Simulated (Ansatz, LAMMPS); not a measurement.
**Structural relaxation of amorphous Ge (61 atoms)**

How does amorphous Ge (61 atoms) relax, and what do bonds, charges and levels look like afterwards?

Method: Kohn-Sham DFT, revPBE, PAW (set soft_2), plane waves, in Ansatz 0.2.0.

### 1. The starting structure

The cell holds 61 atoms: 61 Ge. Cell: a = 11.317 Å, b = 11.317 Å, c = 11.317 Å, α = 90.0°, β = 90.0°, γ = 90.0°. 61 atoms (61 Ge) placed at random at 5.08 g/cm³, melted at 3500 K for 10 ps at fixed volume with the Tersoff potential (Tersoff, Phys. Rev. B 39, 5566 (1989)). Quenched from 3500 K to 100 K at 5 K/ps and fixed volume, held 5 ps, then minimised at fixed cell.

Before any run, some limits are plain. The quench rate of 5 K/ps is many orders above laboratory rates, so the cell is likely richer in defects and strain than a real sample. The starting topology of bonds comes from the classical model. Sampling is at Γ alone, for a cell whose shortest periodic width is 11 Å.

### 2. Single point at the start

A single point comes first, to see the forces before anything moves.

input.yaml reads:

```yaml
crystal:
  lattice:
    - [11.3168, 0.0, 0.0]
    - [0.0, 11.3168, 0.0]
    - [0.0, 0.0, 11.3168]
  atoms:
    - { symbol: Ge, position: [0.17131, 0.01301, 0.35593] }
    - { symbol: Ge, position: [0.50138, 0.24968, 0.79611] }
    - { symbol: Ge, position: [0.37686, 0.92714, 0.68569] }
    - { symbol: Ge, position: [0.52992, 0.62383, 0.79203] }
    [... 51 atom lines left out ...]
    - { symbol: Ge, position: [0.35725, 0.58306, 0.11175] }
    - { symbol: Ge, position: [0.98596, 0.21922, 0.93612] }
    - { symbol: Ge, position: [0.70737, 0.56945, 0.90226] }
    - { symbol: Ge, position: [0.86318, 0.15018, 0.12272] }
    - { symbol: Ge, position: [0.40491, 0.44733, 0.80236] }
    - { symbol: Ge, position: [0.71432, 0.19058, 0.48404] }
kpoints:
  mp_grid: { grid: [1, 1, 1] }
hamiltonian:
  xc: revpbe
scf:
  occupations: { method: fermi_dirac, width: 0.05 }
output:
  forces: true
  stress: true
  populations: true
  dos:
    method: { smearing: { sigma: 0.15 } }
    de: 0.1
    projected: { site_lists: { Ge: [Ge] } }
  eigenvalues: true
```

Run with:

```bash
$ ansatz run input.yaml --threads 4 --pin off --max-ram 8192MiB --backend cpu --events-out ev --progress --plain --runs-dir out
```

It took 31 s on 4 threads of Arm Neoverse V2, shared host; peak memory 2.2 GiB.

Numbers from this run:

| Item | Value |
| --- | --- |
| free energy | -262228.3913 eV |
| free energy per atom | -4298.8261 eV/atom |
| SCF cycles | 10 |
| pressure | 3.738 GPa |
| r.m.s. force component | 0.2237 eV/Å |
| longest force | 0.832 eV/Å |
| Fermi energy | 7.769 eV |
| levels partly filled by over 2 per cent | 4 |
| spilling of the projection | 0.001689 |

The r.m.s. force component of 0.22 eV/Å and the pressure of 3.7 GPa set the starting point.

Neighbours are counted within 2.93 Å (Ge-Ge).

Length of the force by element and coordination:

```csv
element,coordination,atoms,mean length of the force (eV/Å),spread,least,most
Ge,all,61,0.354,0.158,0.0639,0.832
Ge,3,1,0.391,0,0.391,0.391
Ge,4,57,0.349,0.157,0.0639,0.832
Ge,5,3,0.430,0.173,0.304,0.674
```

### 3. Relaxation

With the cell held, the atoms are moved downhill towards a nearby minimum.

input.yaml, the sections that differ from step 2:

```yaml
output:
  forces: true
relax:
  f_tol: 0.03
  max_steps: 200
# crystal, kpoints, hamiltonian, scf: as in step 2
```

Wall time 91 s (4 threads); peak memory 2.1 GiB; 5.9 min of CPU time.

Relaxation path:

```csv
step,energy less that of the first step (eV),largest force component (eV/Å)
1,0.0000,0.7008
2,-0.8627,0.2444
3,-0.9962,0.1145
4,-1.0275,0.0693
5,-1.0379,0.0320
6,-1.0414,0.0325
7,-1.0432,0.0270
```

The atoms that moved most (Å):

```csv
atom,dx,dy,dz,length
Ge21,0.124,0.220,0.152,0.295
Ge23,-0.021,-0.236,-0.152,0.281
Ge49,-0.019,0.255,0.008,0.255
Ge24,-0.168,0.096,-0.151,0.246
Ge5,0.232,0.027,0.058,0.241
Ge14,-0.017,-0.030,-0.230,0.233
Ge16,0.098,-0.128,0.153,0.223
Ge54,0.012,0.208,0.072,0.221
```

The relaxation changed the energy by -17.1 meV/atom, and atoms moved by 0.15 Å r.m.s., 0.29 Å at most.

### 4. Structure statistics after relaxation

Bonds before and after, by the cutoffs listed below:

```csv
pair,bonds before,bonds after,mean before (Å),mean after (Å),spread before (Å),spread after (Å)
Ge-Ge,123,124,2.500,2.512,0.071,0.080
```

Density 5.08 g/cm³, 23.76 Å³ an atom.

Pair distribution function in bins of 0.1 Å:

```csv
r (Å),total
2.25,0.00
2.35,0.11
2.45,6.45
2.55,4.81
2.65,0.54
2.75,0.08
2.85,0.23
2.95,0.00
3.05,0.07
3.15,0.00
3.25,0.12
3.35,0.11
3.45,0.15
3.55,0.74
3.65,1.16
3.75,0.80
3.85,2.25
3.95,2.27
4.05,2.22
4.15,1.91
4.25,1.37
4.35,0.95
4.45,1.10
4.55,0.93
4.65,0.74
4.75,0.88
4.85,1.00
4.95,0.76
5.05,0.85
5.15,0.56
5.25,0.74
5.35,0.76
5.45,0.79
5.55,0.89
5.65,0.99
```

Bonds by pair of elements; cutoffs follow the first minimum of g(r), held within bounds set by covalent radii, and pairs that aren't listed don't count as bonded:

```csv
pair A-B,cutoff (Å),bonds,mean length (Å),spread (Å),shortest (Å),B about A,A about B
Ge-Ge,3.02,124,2.51,0.08,2.40,4.07,4.07
```

How many atoms have how many bonded neighbours:

```csv
element,mean,3,4,5
Ge,4.07,1,55,5
```

Bond angles, per cent of each kind in bins of 5°:

```csv
angle (°),Ge-Ge-Ge
50–55,0.3
55–60,0.0
60–65,0.5
65–70,0.0
70–75,0.3
75–80,0.5
80–85,1.8
85–90,2.4
90–95,7.0
95–100,11.0
100–105,15.1
105–110,18.8
110–115,14.9
115–120,11.2
120–125,6.8
125–130,2.6
130–135,3.9
135–140,1.3
140–145,0.5
145–150,0.3
150–155,0.3
155–160,0.3
160–165,0.0
165–170,0.3
```

Bond angles (no mean is given where the spread exceeds 20°):

```csv
angle,count,mean (°),spread (°)
Ge-Ge-Ge,383,109,13.6
```

Bond length by coordination (bonds to H left out):

```csv
element,coordination,atoms,mean bond length (Å)
Ge,3,1,2.50
Ge,4,55,2.50
Ge,5,5,2.65
```

Rings of the network by King's shortest-path rule, up to 12 atoms, one path for each pair of neighbours; H, halogens, alkali and alkaline-earth atoms are left out, and the last column divides by all other atoms, bonded or not:

```csv
ring size (atoms),rings,per network atom
3,1,0.016
4,2,0.033
5,33,0.541
6,50,0.82
7,24,0.393
8,5,0.082
```

The first peak of g(r) lies near 2.5 Å. With the cutoffs above, 90 % of Ge atoms have 4 bonded neighbours. The Ge-Ge-Ge angle averages 109° with a spread of 14°. Bonds at Ge atoms with 4 neighbours average 2.50 Å, against 2.65 Å at those with 5. Rings of 6 atoms are the most common (43 % of those counted); sizes run from 3 to 8.

### 5. Single point at the relaxed geometry

The electronic structure is read at the final geometry, in a run of its own.

input.yaml reads:

```yaml
crystal:
  lattice:
    - [11.3168, 0.0, 0.0]
    - [0.0, 11.3168, 0.0]
    - [0.0, 0.0, 11.3168]
  atoms:
    - { symbol: Ge, position: [0.16178, 0.00491, 0.36811] }
    - { symbol: Ge, position: [0.50549, 0.2605, 0.7897] }
    - { symbol: Ge, position: [0.38194, 0.92855, 0.69406] }
    - { symbol: Ge, position: [0.52033, 0.63297, 0.79358] }
    [... 51 atom lines left out ...]
    - { symbol: Ge, position: [0.35547, 0.5808, 0.11459] }
    - { symbol: Ge, position: [0.9757, 0.22394, 0.94711] }
    - { symbol: Ge, position: [0.69997, 0.56694, 0.89293] }
    - { symbol: Ge, position: [0.86177, 0.15369, 0.13056] }
    - { symbol: Ge, position: [0.40137, 0.45161, 0.80655] }
    - { symbol: Ge, position: [0.72328, 0.18782, 0.47239] }
kpoints:
  mp_grid: { grid: [1, 1, 1] }
hamiltonian:
  xc: revpbe
scf:
  occupations: { method: fermi_dirac, width: 0.05 }
output:
  forces: true
  stress: true
  populations: true
  dos:
    method: { smearing: { sigma: 0.08 } }
    de: 0.1
    projected: { site_lists: { Ge: [Ge] } }
  eigenvalues: true
  write_density: true
  write_potential: true
  volumetric_format: npy
  elf: true
```

It took 36 s on 4 threads; peak memory 2.2 GiB; 2.3 min of CPU time.

Read from the output:

- free energy: -262229.4345 eV
- free energy per atom: -4298.8432 eV/atom
- SCF cycles: 10
- pressure: 3.23 GPa
- r.m.s. force component: 0.00534 eV/Å
- longest force: 0.02934 eV/Å
- Fermi energy: 7.784 eV
- spacing of highest filled and lowest empty level: 0.2791 eV
- levels partly filled by over 2 per cent: 2
- spilling of the projection: 0.001668

The mean of these charges, 0.023 e, is only the charge that the projection spills.

Löwdin charges by element and coordination (they lack the spilled electrons, 0.023 e an atom on average):

```csv
element,coordination,atoms,mean charge (e),spread,least,most
Ge,all,61,0.0233,0.0244,-0.0245,0.132
Ge,3,1,0.132,0,0.132,0.132
Ge,4,55,0.0209,0.0177,-0.0245,0.066
Ge,5,5,0.0288,0.0366,-0.0129,0.0813
```

Density of states as counts of states in windows of 1 eV (from the Fermi level), total and the larger projections:

```csv
from (eV),to (eV),total,Ge p,Ge s
-18,-13,0.0,0.0,0.0
-13,-12,2.0,0.0,2.0
-12,-11,12.0,2.9,9.0
-11,-10,21.7,6.2,15.5
-10,-9,16.9,5.1,11.7
-9,-8,13.3,4.3,9.0
-8,-7,20.1,7.4,12.7
-7,-6,15.5,7.0,8.4
-6,-5,12.5,6.8,5.6
-5,-4,11.6,8.2,3.3
-4,-3,24.0,22.3,1.5
-3,-2,31.8,29.3,2.3
-2,-1,41.3,38.7,2.3
-1,0,21.2,19.2,1.8
0,1,15.2,10.5,4.2
1,2,25.2,17.3,6.6
2,3,34.8,25.1,6.7
3,4,35.2,25.9,4.9
4,5,36.5,26.7,3.5
```

The curve was stored every 0.10 eV, coarse against its broadening of 0.08 eV, so these counts are rough.

Between -25 and -18 eV lie 610 more states.

The levels nearest the highest filled one (over half full), pooled over k-points and spins:

```csv
level less the highest filled one (eV),occupation
-0.562,2
-0.447,2
-0.350,2
-0.230,2.00
-0.105,1.98
0,1.88
0.279,0.111
0.355,0.026
0.553,0
0.685,0
0.821,0
0.949,0
```

Löwdin charges run from -0.02 to +0.13 e, about a mean that is the spilled charge alone. Within 0.4 eV of the Fermi level the largest share is Ge p (80 % of the projected weight).

### 6. Outcome

- energy change in the relaxation: -17.1 meV/atom
- r.m.s. displacement: 0.153 Å
- largest displacement: 0.295 Å
- free energy per atom: -4298.8432 eV/atom
- pressure: 3.23 GPa
- r.m.s. force component: 0.00534 eV/Å
- spacing of highest filled and lowest empty level: 0.2791 eV
- wall time of the 3 DFT runs: 2.6 min

In words: Relaxation lowers the energy by 17.1 meV/atom and moves atoms by 0.15 Å r.m.s.; the r.m.s. force component goes from 0.22 to 0.0053 eV/Å, the pressure goes from 3.7 to 3.2 GPa. By the final cutoffs 0 of 123 bonded pairs parted and 1 joined. First to last step the energy falls by 1.043 eV; the largest move, 0.29 Å, is that of Ge21. The Ge-Ge bonds go from 2.500 Å (spread 0.071) to 2.512 Å (spread 0.080), and their number from 123 to 124. With the cutoffs above, 90 % of Ge atoms have 4 bonded neighbours. The highest filled and lowest empty levels lie 0.279 eV apart (at Γ alone), but 2 levels are partly filled, by over 2 %, under the smearing.

**Limits.** The network of bonds at the start is that of the classical potential that made the cell; in DFT 0 of its 123 bonded pairs passed out of the cutoffs and 1 came within them. The pressure of 3.2 GPa says that the cell would expand at this level of theory.

[Logs are printed without paths, hosts, clocks, repeated set-up lines and the standing remarks that a program may print on its own settings, such as how far it seeks lower states.]

[Hosts, paths, dates, database ids (printed as entryN), source tags and the programs' standing remarks are cut or masked in the printed files.]
